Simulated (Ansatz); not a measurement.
# Simulated XPS, UPS and emission spectra of SnO2, part 4 of 5

Aim: the valence spectrum of SnO2 from He I to hard X-rays, and which orbitals make each feature.

From the literature, measured:
- Spin–orbit splitting, Sn 3d5/2 to Sn 3d3/2 core-level splitting: 8.4 eV (XPS, monochromatic Al K-alpha; annealed at 950 C; same value for the other samples; 300 K; same value given for all three samples). “Structural and electronic phase evolution of Tin dioxide”, 2016, arxiv:1606.08137.

Ansatz 0.2.0; DFT, PBE, plane-wave PAW, default files, scalar-relativistic (the session's first sound run).

So far. Step 5 (With LDA): At this level the gap is 1.13 eV on the path. Step 6 (Norm-conserving files): The gap on the path, least direct gap on the path and gap on the k-mesh move by 0.00 eV at most against the base run, so this change doesn't matter for them.

## (7) All-electron datasets

This step: DFT, PBE, all-electron PAW with datasets made for the crystal, scalar-relativistic (Ansatz 0.2.0).

Datasets made for this crystal, with the cores solved again in each pass, check the frozen files.

The input, input.yaml:

```yaml
crystal:
  lattice:
    - [4.738, 0.0, 0.0]
    - [0.0, 4.738, 0.0]
    - [0.0, 0.0, 3.1865]
  atoms:
    - { symbol: Sn, position: [0.5, 0.5, 0.5] }
    - { symbol: Sn, position: [0.0, 0.0, 0.0] }
    - { symbol: O, position: [0.8071, 0.1929, 0.5] }
    - { symbol: O, position: [0.6929, 0.6929, 0.0] }
    - { symbol: O, position: [0.1929, 0.8071, 0.5] }
    - { symbol: O, position: [0.3071, 0.3071, 0.0] }
kpoints:
  mp_grid: { grid: [6, 6, 8] }
  band_path:
    path:
      - [[0.0, 0.0, 0.0], [0.0, 0.5, 0.0], [0.5, 0.5, 0.0], [0.0, 0.0, 0.0], [0.0, 0.0, 0.5], [0.0, 0.5, 0.5], [0.5, 0.5, 0.5], [0.0, 0.0, 0.5]]
      - [[0.0, 0.5, 0.0], [0.0, 0.5, 0.5]]
      - [[0.5, 0.5, 0.0], [0.5, 0.5, 0.5]]
    npoints: 10
scf:
  occupations: { method: fermi_dirac, width: 0.02 }
  n_extra_bands: 16
hamiltonian:
  xc: pbe
  pseudopotentials: { kind: all_electron, datasets: crystal }
output:
  forces: true
  stress: true
  dos:
    projected: true
    de: 0.05
    e_range: [-30, 12]
    nscf_kmesh: { grid: [10, 10, 14] }
  fatbands: true
```

Run with:

```
> ansatz run input.yaml --threads 2 --pin off --max-ram 4096MiB --backend cpu --events-out ev --progress --plain --runs-dir out
```

Numbers of over 12 decimals in the logs are rounded to 6 here.

Log:

```text
hamiltonian.pseudopotentials.datasets: crystal makes datasets for this crystal and solves the spheres of its atoms anew in each pass: cutoff 460.0 eV, the density's 1840.0 eV; recipe <digest>.33, for an error of 0.50 meV an atom under PBE, 3.0 meV for the cell; an energy difference from a run of another recipe may be off by several times the error for the cell, under r2SCAN by more, where some 0.1 meV an atom stays a [...]
[...]
Crystal: 6 atoms, lattice volume = 71.533 Å³
Basis set: ecut = 460 eV, 1599 PW (Γ), exchange–correlation on 72×72×48 points (8 copies of the dense FFT grid, shifted against one another)
Bands: 42, of which v1, the nominal top of the filled ones, is band 26 counted from 1 (25 counted from 0)
Symmetry: 16 space group operations
[...]
k-points: 50 of 288
[...]
iter 1 solved again at ethr=4.14e-2 eV; its pass at ethr=1.00e-1 eV (dr2=2.15e1 eV) is discarded
[...]
SCF iter   9: F=-344372.076160 eV  HF=-344372.076160 eV  |F-HF|=1.69e-9  |Δ(HF+E_count)|=   5.83e-8  Δρ=2.36e-6  dr2=3.40e-9  ethr=2.57e-10  ⟨swp⟩=3.1  Hψ=4138  notcnv=0  defer=3
SCF 1 converged in 9 iterations: F = -344372.076155 eV  dr2 = 3.40e-9
  Residual-converged pass: ⟨swp⟩=3.0  Hψ=3462  notcnv=0  max |occ|·‖R‖ = 6.7e-6 eV (tolerance 6.7e-6 eV)  dr2=3.39e-9  dr2_onsite=1.13e-9  max |Δocc| = 1.6e-20
[...]
SCF converged after 9 iterations
Free energy (F): -344372.076155 eV
[...]
Internal energy: -344372.076155 eV  (E = F + TS)
E sigma→0 (E₀):  -344372.076155 eV
Past the cutoff: the bands carry plane waves up to 1.75 times it, of which those up to 1.5 times it add -0.000186 eV an atom, each by itself; the spheres take 0.000146 eV an atom off the energy for waves past 1.75 times it
By the cutoff:   a pressure is off by up to 0.007 GPa (1.2 times the spheres' own share and the shells' term, over an atom's volume, and 0.004 GPa: a bound that held against runs at twice the plane waves)
Past the cutoffs: a stress includes 0.0022 GPa for waves and charges beyond them, in addition to the slope of what the spheres take
In the spheres:  the bands' charges fall short by 7.0e-7 e at most (sound up to 1e-3), those of shells solved beside the bands by 2.0e-7 e (sound up to 5e-4)
Fermi energy:    12.462901 eV
[...]
--- Forces (eV/Å), atoms counted from 1 ---
  atom   1  Sn    -0.00000000    -0.00000000    -0.00000000
  atom   2  Sn     0.00000000    -0.00000000     0.00000000
  atom   3  O     -0.19272787     0.19272787    -0.00000000
  atom   4  O      0.19272787     0.19272787     0.00000000
  atom   5  O      0.19272787    -0.19272787     0.00000000
  atom   6  O     -0.19272787    -0.19272787    -0.00000000
  max |Σ_I F_I| component: 8.33e-17 eV/Å
--- Stress (GPa, compression-positive) ---
       10.053418       0.000000       0.000000
        0.000000      10.053418       0.000000
        0.000000       0.000000      12.982575
  P = ⅓ Tr σ = 11.0298 GPa (110.298 kbar)
  It holds what live shells' own plane waves past their cutoff add
--- Band table (eV; the first three rows and the last of 50) ---
  k-point 0: bands = [... 22 lower, 10.5956, 11.0443, 11.0443, 11.8199, 13.1058, 17.9855, 18.1873, 18.1873, ... 8 higher]
  k-point 1: bands = [... 22 lower, 10.0169, 11.0806, 11.0806, 11.6891, 14.0654, 18.3034, 18.8380, 18.8380, ... 8 higher]
  k-point 2: bands = [... 22 lower, 9.3005, 10.9804, 10.9804, 11.3198, 15.6788, 18.7744, 20.2694, 20.2694, ... 8 higher]
  k-point 49: bands = [... 22 lower, 10.8500, 10.8500, 10.9854, 10.9854, 16.7573, 16.7573, 20.7133, 20.7133, ... 8 higher]
```

It took 1.9 min on 2 threads of Intel Xeon Platinum 8259CL at 2.50GHz (Skylake/Cascade Lake), shared host; peak memory 1.9 GiB.

Numbers from this step:

```yaml
free_energy: -344372.0762 eV
fermi_energy: 12.46 eV
pressure: 11.03 GPa
gap_on_the_k_mesh: 1.286 eV
share_of_occupied_states_in_no_projected_shell: 0.1165 of the occupied states in the window
gap_on_the_path: 1.286 eV
least_direct_gap_on_the_path: 1.286 eV
```

Electronic bands along the path, in eV, zero at the valence-band maximum; v1 is the highest filled band, c1 the lowest empty one:

| point | v4 | v3 | v2 | v1 | c1 | c2 |
| --- | --- | --- | --- | --- | --- | --- |
| Γ | -1.22 | -0.78 | -0.78 | 0.00 | 1.29 | 6.17 |
| halfway | -1.21 | -1.19 | -0.74 | -0.29 | 2.58 | 5.71 |
| X | -1.18 | -1.18 | -0.63 | -0.63 | 4.45 | 4.45 |
| halfway | -1.24 | -1.24 | -0.77 | -0.77 | 4.65 | 4.65 |
| M | -1.30 | -1.30 | -0.90 | -0.90 | 4.85 | 4.85 |
| halfway | -1.26 | -1.18 | -0.83 | -0.48 | 3.35 | 5.44 |
| Γ | -1.22 | -0.78 | -0.78 | 0.00 | 1.29 | 6.17 |
| halfway | -2.52 | -0.84 | -0.84 | -0.50 | 3.86 | 6.96 |
| Z | -1.65 | -1.65 | -1.26 | -1.26 | 6.24 | 6.24 |
| halfway | -1.42 | -1.42 | -1.12 | -1.12 | 6.35 | 6.35 |
| R | -1.10 | -1.10 | -0.69 | -0.69 | 6.52 | 6.52 |
| halfway | -1.02 | -1.02 | -0.98 | -0.98 | 5.54 | 5.54 |
| A | -0.97 | -0.97 | -0.83 | -0.83 | 4.94 | 4.94 |
| halfway | -1.26 | -1.25 | -1.04 | -0.98 | 5.71 | 6.25 |
| Z | -1.65 | -1.65 | -1.26 | -1.26 | 6.24 | 6.24 |
| jump to X | -1.18 | -1.18 | -0.63 | -0.63 | 4.45 | 4.45 |
| halfway | -1.26 | -1.26 | -0.83 | -0.83 | 5.60 | 5.60 |
| R | -1.10 | -1.10 | -0.69 | -0.69 | 6.52 | 6.52 |
| jump to M | -1.30 | -1.30 | -0.90 | -0.90 | 4.85 | 4.85 |
| halfway | -0.87 | -0.87 | -0.86 | -0.86 | 5.18 | 5.18 |
| A | -0.97 | -0.97 | -0.83 | -0.83 | 4.94 | 4.94 |

Of the projections kept (Sn s, Sn p, O s, O p, not projected), the largest for each band there; the rest of the weight can lie on other orbitals:

| point | v4 | v3 | v2 | v1 | c1 | c2 |
| --- | --- | --- | --- | --- | --- | --- |
| Γ | O p 0.78 | O p 0.81 | O p 0.81 | O p 0.84 | Sn s 0.37 | not projected 0.45 |
| X | O p 0.79 | O p 0.79 | O p 0.79 | O p 0.79 | O p 0.31 | O p 0.31 |
| M | O p 0.77 | O p 0.77 | O p 0.77 | O p 0.77 | O p 0.32 | O p 0.32 |
| Γ | O p 0.78 | O p 0.81 | O p 0.81 | O p 0.84 | Sn s 0.37 | not projected 0.45 |
| Z | O p 0.69 | O p 0.69 | O p 0.74 | O p 0.74 | O p 0.43 | O p 0.43 |
| R | O p 0.76 | O p 0.76 | O p 0.81 | O p 0.81 | O p 0.45 | O p 0.45 |

Side by side:

| quantity | this run | base run | difference |
| --- | --- | --- | --- |
| gap on the path (eV) | 1.286 | 1.2821 | 0.00390 |
| least direct gap on the path (eV) | 1.286 | 1.2821 | 0.00390 |
| gap on the k-mesh (eV) | 1.2860 | 1.2821 | 0.00391 |

The gap on the path, least direct gap on the path and gap on the k-mesh move by 0.00 eV at most against the base run, so this change doesn't matter for them.

On this path the gap is direct, 1.29 eV, with the valence top at Γ and the conduction bottom at Γ.

## (8) Other settings

This step: DFT, PBE, plane-wave PAW, default files, scalar-relativistic; changed: scf.lower_state_search = "off", scf.occupations.method = "methfessel_paxton", scf.occupations.width = 0.005, scf.eigensolver.kind = "davidson", basis.precision = "f64" (Ansatz 0.2.0).

Some settings are changed to see whether the read-outs move.

The input, input.yaml:

```yaml
crystal:
  lattice:
    - [4.738, 0.0, 0.0]
    - [0.0, 4.738, 0.0]
    - [0.0, 0.0, 3.1865]
  atoms:
    - { symbol: Sn, position: [0.5, 0.5, 0.5] }
    - { symbol: Sn, position: [0.0, 0.0, 0.0] }
    - { symbol: O, position: [0.8071, 0.1929, 0.5] }
    - { symbol: O, position: [0.6929, 0.6929, 0.0] }
    - { symbol: O, position: [0.1929, 0.8071, 0.5] }
    - { symbol: O, position: [0.3071, 0.3071, 0.0] }
kpoints:
  mp_grid: { grid: [6, 6, 8] }
scf:
  occupations: { method: methfessel_paxton, width: 0.005 }
  n_extra_bands: 16
  lower_state_search: "off"
  eigensolver: { kind: davidson }
hamiltonian:
  xc: pbe
  pseudopotentials: { kind: paw }
output:
  forces: true
  stress: true
  dos:
    projected: true
    de: 0.05
    e_range: [-30, 12]
    nscf_kmesh: { grid: [10, 10, 14] }
basis:
  precision: f64
```

Log:

```text
[...]
Crystal: 6 atoms, lattice volume = 71.533 Å³
Basis set: ecut = 420 eV, 1411 PW (Γ), exchange–correlation on 64×64×48 points (8 copies of the dense FFT grid, shifted against one another)
Bands: 42, of which v1, the nominal top of the filled ones, is band 26 counted from 1 (25 counted from 0)
Symmetry: 16 space group operations
[...]
k-points: 50 of 288
[...]
SCF iter   1: F=—  HF=-14317.837299 eV  |F-HF|=—  |Δ(HF+E_count)|=         —  Δρ=1.04e-3  dr2=2.20e-4  ethr=1.77e-3  ⟨swp⟩=12.4  Hψ=10779  notcnv=0
[...]
SCF iter   5: F=-14317.839524 eV  HF=-14317.839524 eV  |F-HF|=7.83e-8  |Δ(HF+E_count)|=   1.56e-6  S|Δr|=    0.00e0  Δρ=8.88e-6  dr2=4.00e-8  ethr=5.70e-10  ⟨swp⟩=3.1  Hψ=3863  notcnv=0  defer=3
SCF 1 converged in 5 iterations: F = -14317.839524 eV  dr2 = 4.00e-8
[...]
SCF converged after 5 iterations
Stability not checked: this state was not tested for a lower state beside it, because cold or Methfessel-Paxton smearing, or corrected tetrahedra, fill the levels in a way that the test cannot read (fill_not_monotonic; see scf.lower_state_search)
Free energy (F): -14317.839524 eV
[...]
Internal energy: -14317.839524 eV  (E = F + TS)
E sigma→0 (E₀):  -14317.839524 eV
Fermi energy:    10.167735 eV
Step filling:    the computed levels leave a gap of 1.2821 eV = 256.4 smearing widths at the electron count; against every level under it full and every level over it empty, smearing changes F+E_penalty+E_count by +0.00e0 meV and its σ→0 estimate by +0.00e0 meV
[...]
--- Forces (eV/Å), atoms counted from 1 ---
  atom   1  Sn    -0.00000000     0.00000000    -0.00000000
  atom   2  Sn     0.00000000    -0.00000000     0.00000000
  atom   3  O     -0.19464316     0.19464316     0.00000000
  atom   4  O      0.19464316     0.19464316    -0.00000000
  atom   5  O      0.19464316    -0.19464316    -0.00000000
  atom   6  O     -0.19464316    -0.19464316     0.00000000
  max |Σ_I F_I| component: 2.78e-17 eV/Å
--- Stress (GPa, compression-positive) ---
       10.098460       0.000000       0.000000
        0.000000      10.098460       0.000000
        0.000000       0.000000      13.046987
  P = ⅓ Tr σ = 11.0813 GPa (110.813 kbar)
--- Band table (eV; the first three rows and the last of 50) ---
  k-point 0: bands = [... 22 lower, 8.3043, 8.7528, 8.7528, 9.5267, 10.8088, 15.6950, 15.8966, 15.8966, ... 12 higher]
  k-point 1: bands = [... 22 lower, 7.7254, 8.7888, 8.7888, 9.3961, 11.7695, 16.0127, 16.5477, 16.5477, ... 12 higher]
  k-point 2: bands = [... 22 lower, 7.0099, 8.6885, 8.6885, 9.0265, 13.3846, 16.4831, 17.9793, 17.9793, ... 12 higher]
  k-point 49: bands = [... 22 lower, 8.5576, 8.5576, 8.6923, 8.6923, 14.4669, 14.4669, 18.4241, 18.4241, ... 12 higher]
```

The job ended after 13 s (2 threads; peak memory 0.54 GiB).

Numbers from this step:

```
free energy                                    : -14317.8395 eV
Fermi energy                                   : 10.17 eV
pressure                                       : 11.08 GPa
gap on the k-mesh                              : 1.282 eV
share of occupied states in no projected shell : 0.0044 of the occupied states in the window
```

The two runs compared:

| quantity | this run | base run | difference |
| --- | --- | --- | --- |
| gap on the k-mesh (eV) | 1.2821 | 1.2821 | 2.3e-5 |

The gap on the k-mesh moves by 0.00 eV at most against the base run, and the converged energy is the same to the last digits.

(Part 4 of 5 ends here.)

[Logs are printed without paths, hosts, clocks, repeated set-up lines and the standing remarks that a program may print on its own settings, such as how far it seeks lower states.]

[Hosts, paths, dates, database ids (printed as entryN), source tags and the programs' standing remarks are cut or masked in the printed files.]

[Maps of the electrostatic potential energy from Ansatz leave out the sawtooth potential of an applied field or a dipole correction, so their vacuum need not be flat; work functions include it.]

[Peak lists hold at most the 14 tallest peaks of each spectrum; further lines can be left out.]
